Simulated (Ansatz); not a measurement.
In doubt: masses and optical values from hybrid runs of this build are listed as unsure, which bears on the screening that GW takes from such a start.

Rows from a G0W0 calculation on YVO4 (I4_1/amd) (Ansatz 0.2.0; G0W0 on HSE06, plane waves, PAW; 4×4×4 mesh, 340 empty bands, screening to 96 eV), in eV. Spin-orbit coupling is left out.

| row | k | band | start | Σx | Σc at the solution | Vxc |
| --- | --- | --- | --- | --- | --- | --- |
| A | Γ | c1 | 9.690 | -14.126 | -5.310 | -20.566 |
| B | Γ | v2 | 4.812 | -25.451 | 4.135 | -21.453 |
| C | Γ | v1 | 5.220 | -25.648 | 4.175 | -21.618 |
| D | Γ | c4 | 10.728 | -15.998 | -5.500 | -22.809 |
| E | Γ | c3 | 10.726 | -16.227 | -5.266 | -22.813 |
| F | Γ | c2 | 10.515 | -15.968 | -5.817 | -23.075 |

Work out each quasiparticle level and how far it moved.

The quasiparticle equation reads E = start + Σx + Σc(E) − Vxc.

| row | E (eV) | shift (eV) |
| --- | --- | --- |
| A | 10.819 | +1.129 |
| B | 4.949 | +0.136 |
| C | 5.365 | +0.145 |
| D | 12.039 | +1.310 |
| E | 12.045 | +1.319 |
| F | 11.806 | +1.290 |

The gap over the computed points goes from 4.47 eV to 5.45 eV.

Limits: not at the basis limit; no spin polarisation; d states lean on the start; no spin-orbit coupling.

[Runs of the session that timed out or met a known fault of the program may be left out.]

[Cells called generated may have been cut or substituted from an entry of the Crystallography Open Database or the Materials Project.]

[Hosts, paths, dates, database ids (printed as entryN), source tags and the programs' standing remarks are cut or masked in the printed files.]
